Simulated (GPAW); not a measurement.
# Se K ELNES/XANES of zinc-blende (ZnSe)₁₋ₓ(BeSe)ₓ at x = 0 from DFT

Aim: the Se K edge in zinc-blende (ZnSe)₁₋ₓ(BeSe)ₓ at x = 0, one member of a composition series.

Program: GPAW 26.7.0. Level of theory: X-ray absorption from dipole matrix elements to empty bands, plane-wave PAW LDA. Results are calculated unless marked as measured.

Most raw output is cut from this account.

### 1. Starting point

The structure is cubic, space group F-43m (No. 216). Conventional cell: a = 5.668 Å, b = 5.668 Å, c = 5.668 Å, α = 90.00°, β = 90.00°, γ = 90.00°. Nearest to Zn lie 4 Se at 2.45 Å. Nearest to Se lie 4 Zn at 2.45 Å. 16-atom zinc-blende cell, 0 of 8 Zn sites taken by Be at random, lattice constants typed for the ends and interpolated (Vegard). Farther neighbours and most contacts between anions are not listed.

As a file:

```xyz
16
Lattice="0.0000 5.6680 5.6680 5.6680 0.0000 5.6680 5.6680 5.6680 0.0000" Properties=species:S:1:pos:R:3 pbc="T T T"
Zn    0.0000    0.0000    0.0000
Se    1.4170    1.4170    1.4170
Zn    2.8340    2.8340    0.0000
Se    4.2510    4.2510    1.4170
Zn    2.8340    0.0000    2.8340
Se    4.2510    1.4170    4.2510
Zn    5.6680    2.8340    2.8340
Se    7.0850    4.2510    4.2510
Zn    0.0000    2.8340    2.8340
Se    1.4170    4.2510    4.2510
Zn    2.8340    5.6680    2.8340
Se    4.2510    7.0850    4.2510
Zn    8.5020    8.5020    5.6680
Se    4.2510    4.2510    7.0850
Zn    5.6680    5.6680    5.6680
Se    7.0850    7.0850    7.0850
```

### 2. The field without a hole

A plain self-consistent run shows whether there is a gap, which decides the set-up of the core-hole run.

scf.py reads:

```python
import numpy as np
from ase import Atoms
from ase.parallel import parprint, paropen
from gpaw import GPAW, PW, FermiDirac, Mixer, MixerDif, setup_paths
from gpaw.test import gen
setup_paths.insert(0, '.')
gen('Se', name='nch1s', xcname='LDA', corehole=(1, 0, 0), write_xml=True)
from gpaw.mpi import world
world.barrier()

atoms = Atoms('ZnSeZnSeZnSeZnSeZnSeZnSeZnSeZnSe',
    cell=[[0, 5.668, 5.668],
     [5.668, 0, 5.668],
     [5.668, 5.668, 0]],
    scaled_positions=[[0, 0, 0],
     [0.125, 0.125, 0.125],
     [0, 0, 0.5],
     [0.125, 0.125, 0.625],
     [0, 0.5, 0],
     [0.125, 0.625, 0.125],
     [0, 0.5, 0.5],
     [0.125, 0.625, 0.625],
     [0.5, 0, 0],
     [0.625, 0.125, 0.125],
     [0.5, 0, 0.5],
     [0.625, 0.125, 0.625],
     [0.5, 0.5, 1],
     [0.625, 0.625, 0.125],
     [0.5, 0.5, 0.5],
     [0.625, 0.625, 0.625]],
    pbc=True)
atoms.calc = calc = GPAW(legacy_gpaw=True, mode=PW(400, force_complex_dtype=True), xc='LDA', setups={1: 'nch1s'},
    kpts={'size': (4, 4, 4), 'gamma': True}, occupations=FermiDirac(0.05),
    charge=0, mixer=Mixer(0.1, 5, 50), maxiter=150,
    convergence={'density': 0.0001, 'eigenstates': 1e-6}, txt='scf.txt')
energy = atoms.get_potential_energy() + calc.get_reference_energy()
ef = calc.get_fermi_level()
out = dict(energy=energy, fermi=ef, forces=atoms.get_forces().tolist())
parprint(f'all-electron energy {energy:.4f} eV, Fermi level {ef:.4f} eV')
ev = np.array([[calc.get_eigenvalues(k, s) for k in range(len(calc.get_ibz_k_points()))] for s in range(calc.get_number_of_spins())])
out['homo'], out['lumo'], out['counts'] = ev[ev < ef].max(), ev[ev > ef].min(), sorted(set((ev < ef).sum((0, 2)).tolist()))
out['filled'] = (ev[:, 0] < ef).sum(1).tolist()
import json
with paropen('out.json', 'w') as f:
    json.dump(out, f)
```

Launch:

```bash
$ OMP_NUM_THREADS=1 mpirun -n 4 gpaw python scf.py
```

Elapsed: 64 s, on 4 MPI ranks of Arm Neoverse V2, shared host; peak memory 0.37 GiB; 4.2 min of CPU time.

The mesh shows a gap of 1.04 eV. The excited electron is kept all the same, so that all members of the series, with or without a gap, are treated alike.

### 3. Cell without a hole, the energy reference

The photon energy needs a difference of total energies, so the cell and mesh of the coming hole run are first run without a hole.

scf.py: that of step 2 with these lines changed.

```diff
@@ -26,3 +26,3 @@
      [0.625, 0.125, 0.625],
-     [0.5, 0.5, 1],
+     [0.5, 0.5, 0],
      [0.625, 0.625, 0.125],
@@ -32,3 +32,3 @@
 atoms.calc = calc = GPAW(legacy_gpaw=True, mode=PW(400, force_complex_dtype=True), xc='LDA', setups={1: 'nch1s'},
-    kpts={'size': (4, 4, 4), 'gamma': True}, occupations=FermiDirac(0.05),
+    kpts={'size': (3, 3, 3), 'gamma': True}, occupations=FermiDirac(0.02),
     charge=0, mixer=Mixer(0.1, 5, 50), maxiter=150,
```

Run time: 28 s. Hardware: 4 MPI ranks; peak memory 0.28 GiB; 1.8 min of CPU time.

Reference energy: -918499.696 eV with the cores included.

### 4. Spectrum with XCH, Se atom 2

The holes are 8.0 Å apart. In GPAW the data set carries the hole's charge, so charge=0 means a charged cell and charge=-1 a neutral one. The excited electron is kept in the cell, where it fills the lowest empty states and screens the hole. After the field has converged, empty bands are computed with the density fixed and the dipole matrix elements are summed.

The absorber has 4 Zn at 2.45 Å (tetrahedral).

xas.py reads:

```python
import numpy as np
from ase import Atoms
from ase.parallel import parprint, paropen
from gpaw import GPAW, PW, FermiDirac, Mixer, MixerDif, setup_paths
from gpaw.test import gen
setup_paths.insert(0, '.')
gen('Se', name='fch1s', xcname='LDA', corehole=(1, 0, 1), write_xml=True)
from gpaw.mpi import world
world.barrier()

atoms = Atoms('ZnSeZnSeZnSeZnSeZnSeZnSeZnSeZnSe',
    cell=[[0, 5.668, 5.668],
     [5.668, 0, 5.668],
     [5.668, 5.668, 0]],
    scaled_positions=[[0, 0, 0],
     [0.125, 0.125, 0.125],
     [0, 0, 0.5],
     [0.125, 0.125, 0.625],
     [0, 0.5, 0],
     [0.125, 0.625, 0.125],
     [0, 0.5, 0.5],
     [0.125, 0.625, 0.625],
     [0.5, 0, 0],
     [0.625, 0.125, 0.125],
     [0.5, 0, 0.5],
     [0.625, 0.125, 0.625],
     [0.5, 0.5, 0],
     [0.625, 0.625, 0.125],
     [0.5, 0.5, 0.5],
     [0.625, 0.625, 0.625]],
    pbc=True)
atoms.calc = calc = GPAW(legacy_gpaw=True, mode=PW(400, force_complex_dtype=True), xc='LDA', setups={1: 'fch1s'},
    kpts={'size': (3, 3, 3), 'gamma': True}, occupations=FermiDirac(0.04),
    charge=-1, mixer=Mixer(0.1, 5, 50), maxiter=150,
    convergence={'density': 0.0001, 'eigenstates': 1e-6}, txt='scf.txt')
energy = atoms.get_potential_energy() + calc.get_reference_energy()
ef = calc.get_fermi_level()
out = dict(energy=energy, fermi=ef, forces=atoms.get_forces().tolist())
parprint(f'all-electron energy {energy:.4f} eV, Fermi level {ef:.4f} eV')
ev = np.array([[calc.get_eigenvalues(k, s) for k in range(len(calc.get_ibz_k_points()))] for s in range(calc.get_number_of_spins())])
out['homo'], out['lumo'], out['counts'] = ev[ev < ef].max(), ev[ev > ef].min(), sorted(set((ev < ef).sum((0, 2)).tolist()))
out['filled'] = (ev[:, 0] < ef).sum(1).tolist()

from ase.units import Ha
from gpaw.xas import dipole_matrix_elements
nb = int(calc.get_number_of_electrons() / 2) + 186
top, nb = nb, nb + 8 + nb // 12
nscf = calc.fixed_density(kpts={'size': (4, 4, 4), 'gamma': True}, nbands=nb,
    convergence={'bands': top, 'eigenstates': 5e-3}, maxiter=60, txt='nscf.txt')
cell = atoms.cell.array
ops = [cell.T @ U.T @ np.linalg.inv(cell.T) for U in nscf.wfs.kd.symmetry.op_scc]
filled = [72]  # bands filled in the ground state, by spin
E = np.arange(-6, 30, 0.1)
fwhm = np.interp(E, [4, 25], [2.33, 3.5])
Y, X, zero, highest = 0, 0, 1e9, 1e9
for spin in range(nscf.get_number_of_spins()):
    wfs = nscf.wfs
    mine = wfs.bd.get_slice()  # this rank's bands
    A = dipole_matrix_elements(wfs.setups[1])
    eps = np.zeros((wfs.kd.nibzkpts, nb))
    d = np.zeros((3, A.shape[1], wfs.kd.nibzkpts, nb), complex)
    for kpt in wfs.kpt_u:
        if kpt.s == spin and 1 in kpt.P_ani:
            eps[kpt.k, mine] = kpt.eps_n * Ha
            d[:, :, kpt.k, mine] = (kpt.weight * wfs.nspins / 2) ** 0.5 * np.inner(A, kpt.P_ani[1])
    world.sum(eps)
    world.sum(d)
    T = np.einsum('amkn,bmkn->abkn', d, d.conj()).real
    T = sum(np.einsum('ai,ijkn,bj->abkn', R, T, R) for R in ops) / len(ops)
    empty = np.ones_like(eps, bool) & (np.arange(nb) >= filled[spin])
    zero, highest = min(zero, eps[empty].min()), min(highest, eps[:, top - 1].min())
    lines = [(eps, T, empty)] if spin == 0 else lines + [(eps, T, empty)]
for eps, T, empty in lines:
    f = np.einsum('aakn->akn', T).reshape(3, -1)
    x = eps.ravel() - zero
    w = np.interp(x, E, fwhm) / 2.35482
    g = np.exp(-0.5 * ((E[:, None] - x) / w) ** 2) / (w * (2 * np.pi) ** 0.5)
    Y = Y + (f * empty.ravel()) @ g.T
    X = X + (f * ~empty.ravel()) @ g.T
out.update(E=E.round(2).tolist(), xas=Y.tolist(), xes=X.tolist(), zero=zero, valid=highest - zero, nk=len(eps), nb=nb)
for i in range(0, len(E), 10):
    parprint(f'{E[i]:7.2f}', *(f'{v:10.3e}' for v in Y[:, i]))
import json
with paropen('out.json', 'w') as f:
    json.dump(out, f)
```

Launch:

```bash
$ OMP_NUM_THREADS=1 mpirun -n 4 gpaw python xas.py
```

Run time: 3.2 min. Hardware: 4 MPI ranks; peak memory 0.56 GiB.

The Se K spectrum, Se atom 2, excited-electron core hole (neutral cell) (energy from the bottom of the conduction band, which holds the excited electron; intensity scaled to a mean of 1 over the first 20 eV):

```tsv
E (eV)	intensity
-2.00	0.00
-1.25	0.01
-0.50	0.04
0.25	0.18
1.00	0.48
1.75	0.90
2.50	1.25
3.25	1.39
4.00	1.42
4.75	1.43
5.50	1.44
6.25	1.49
7.00	1.51
7.75	1.40
8.50	1.23
9.25	1.03
10.00	0.81
10.75	0.63
11.50	0.57
12.25	0.63
13.00	0.75
13.75	0.86
14.50	0.93
15.25	0.95
16.00	0.94
16.75	0.93
17.50	0.93
18.25	0.91
19.00	0.86
19.75	0.81
20.50	0.81
21.25	0.85
22.00	0.90
22.75	0.92
23.50	0.90
24.25	0.89
25.00	0.92
25.75	0.97
26.50	1.01
27.25	1.00
28.00	0.92
28.75	0.82
```

Main maxima below 28 eV (height): 6.8 eV (1.52), 15.2 eV (0.95), 22.8 eV (0.92) and 26.8 eV (1.02). A K edge sees empty p states on the absorber.

The energy difference (zero at 12672 eV) isn't read as a photon energy: for so heavy an absorber the terms left out (the hole's spin, the functional's error) amount to tens of eV or more.

### 5. Reference energy of the cell

The absorbing element, whose data set is made anew, changes for the next run, so it gets a reference energy of its own.

scf.py: that of step 3 with these lines changed.

```diff
@@ -6,3 +6,3 @@
 setup_paths.insert(0, '.')
-gen('Se', name='nch1s', xcname='LDA', corehole=(1, 0, 0), write_xml=True)
+gen('Zn', name='nch1s', xcname='LDA', corehole=(1, 0, 0), write_xml=True)
 from gpaw.mpi import world
@@ -31,3 +31,3 @@
     pbc=True)
-atoms.calc = calc = GPAW(legacy_gpaw=True, mode=PW(400, force_complex_dtype=True), xc='LDA', setups={1: 'nch1s'},
+atoms.calc = calc = GPAW(legacy_gpaw=True, mode=PW(400, force_complex_dtype=True), xc='LDA', setups={0: 'nch1s'},
     kpts={'size': (3, 3, 3), 'gamma': True}, occupations=FermiDirac(0.02),
```

Launch:

```bash
$ OMP_NUM_THREADS=1 mpirun -n 4 gpaw python scf.py
```

Wall time 21 s (4 MPI ranks); peak memory 0.34 GiB.

Reference energy: -918499.696 eV with the cores included.

### 6. Spectrum with XCH, Zn atom 1

The holes are 8.0 Å apart. The excited electron is kept in the cell, where it fills the lowest empty states and screens the hole. After the field has converged, empty bands are computed with the density fixed and the dipole matrix elements are summed.

The absorber has 4 Se at 2.45 Å (tetrahedral).

xas.py: that of step 4 with these lines changed.

```diff
@@ -6,3 +6,3 @@
 setup_paths.insert(0, '.')
-gen('Se', name='fch1s', xcname='LDA', corehole=(1, 0, 1), write_xml=True)
+gen('Zn', name='fch1s', xcname='LDA', corehole=(1, 0, 1), write_xml=True)
 from gpaw.mpi import world
@@ -31,3 +31,3 @@
     pbc=True)
-atoms.calc = calc = GPAW(legacy_gpaw=True, mode=PW(400, force_complex_dtype=True), xc='LDA', setups={1: 'fch1s'},
+atoms.calc = calc = GPAW(legacy_gpaw=True, mode=PW(400, force_complex_dtype=True), xc='LDA', setups={0: 'fch1s'},
     kpts={'size': (3, 3, 3), 'gamma': True}, occupations=FermiDirac(0.04),
@@ -53,3 +53,3 @@
 E = np.arange(-6, 30, 0.1)
-fwhm = np.interp(E, [4, 25], [2.33, 3.5])
+fwhm = np.interp(E, [4, 25], [1.67, 3.5])
 Y, X, zero, highest = 0, 0, 1e9, 1e9
@@ -58,3 +58,3 @@
     mine = wfs.bd.get_slice()  # this rank's bands
-    A = dipole_matrix_elements(wfs.setups[1])
+    A = dipole_matrix_elements(wfs.setups[0])
     eps = np.zeros((wfs.kd.nibzkpts, nb))
@@ -62,5 +62,5 @@
     for kpt in wfs.kpt_u:
-        if kpt.s == spin and 1 in kpt.P_ani:
+        if kpt.s == spin and 0 in kpt.P_ani:
             eps[kpt.k, mine] = kpt.eps_n * Ha
-            d[:, :, kpt.k, mine] = (kpt.weight * wfs.nspins / 2) ** 0.5 * np.inner(A, kpt.P_ani[1])
+            d[:, :, kpt.k, mine] = (kpt.weight * wfs.nspins / 2) ** 0.5 * np.inner(A, kpt.P_ani[0])
     world.sum(eps)
```

Launch:

```bash
$ OMP_NUM_THREADS=1 mpirun -n 4 gpaw python xas.py
```

Run time: 1.7 min. Hardware: 4 MPI ranks; peak memory 0.54 GiB; 6.9 min of CPU time.

The Zn K spectrum, Zn atom 1, excited-electron core hole (neutral cell) (energy from the bottom of the conduction band, which holds the excited electron; intensity scaled to a mean of 1 over the first 20 eV):

```tsv
E (eV)	intensity
-2.0	0.00
-1.5	0.00
-1.0	0.00
-0.5	0.00
0.0	0.02
0.5	0.06
1.0	0.15
1.5	0.33
2.0	0.57
2.5	0.85
3.0	1.06
3.5	1.22
4.0	1.48
4.5	1.83
5.0	2.07
5.5	1.98
6.0	1.64
6.5	1.26
7.0	1.02
7.5	0.95
8.0	0.98
8.5	1.02
9.0	1.02
9.5	0.96
10.0	0.89
10.5	0.88
11.0	0.94
11.5	1.07
12.0	1.20
12.5	1.28
13.0	1.28
13.5	1.21
14.0	1.11
14.5	1.00
15.0	0.90
15.5	0.82
16.0	0.76
16.5	0.74
17.0	0.76
17.5	0.80
18.0	0.83
18.5	0.84
19.0	0.82
19.5	0.78
20.0	0.74
20.5	0.72
21.0	0.73
21.5	0.77
22.0	0.80
22.5	0.82
23.0	0.83
23.5	0.83
24.0	0.83
24.5	0.83
25.0	0.84
25.5	0.85
26.0	0.87
26.5	0.88
27.0	0.89
27.5	0.89
28.0	0.89
28.5	0.89
29.0	0.89
```

Main maxima below 28 eV (height): 5.2 eV (2.08), 8.8 eV (1.03), 12.8 eV (1.29) and 18.4 eV (0.85). 

The total-energy difference is 9673.07 eV. One term is added: -30.82 eV, since the hole is spin-paired here and a spin-polarised one costs that much less in the free atom (computed apart). The photon energy is then 9642.25 eV. The tabulated edge of the element is 9659 eV. The functional leaves an error in such absolute values: in the free atom LDA prices this hole 19.1 eV below PBE (computed apart), and PBE is itself good to a few eV.

### 7. Outcome

```json
{
  "absorber and edge": "Se K, atom 2 of the ground-state input (counted from 1)",
  "surroundings": "4 Zn at 2.45 Å (tetrahedral)",
  "highest intensity below 24 eV": "6.8 eV above the zero, height 1.52"
}
```

**Reading.** The Se K edge of atom 2, with 4 Zn at 2.45 Å (tetrahedral), has its highest intensity of the first 24 eV at 6.8 eV above the zero, 1.5 times the mean level of the first 20 eV (Gaussian full width 2.33 eV up to 4 eV, rising linearly to 3.5 eV at 25 eV). The script folds with a Gaussian, whereas the core hole's own line is a Lorentzian, so the onset is too steep and the first peak too high.

[Logs are printed without paths, hosts, clocks, repeated set-up lines and the standing remarks that a program may print on its own settings, such as how far it seeks lower states.]

[Hosts, paths, dates, database ids (printed as entryN), source tags and the programs' standing remarks are cut or masked in the printed files.]

[Lists of maxima count a maximum above −3 eV only where it reaches 4 % of the highest in the window and stands out from its surroundings by 2 % of it (1.5 % where it reaches 55 %); shoulders and weaker maxima are passed over, and of the rest the first, up to two pre-edge ones and the few strongest are named.]
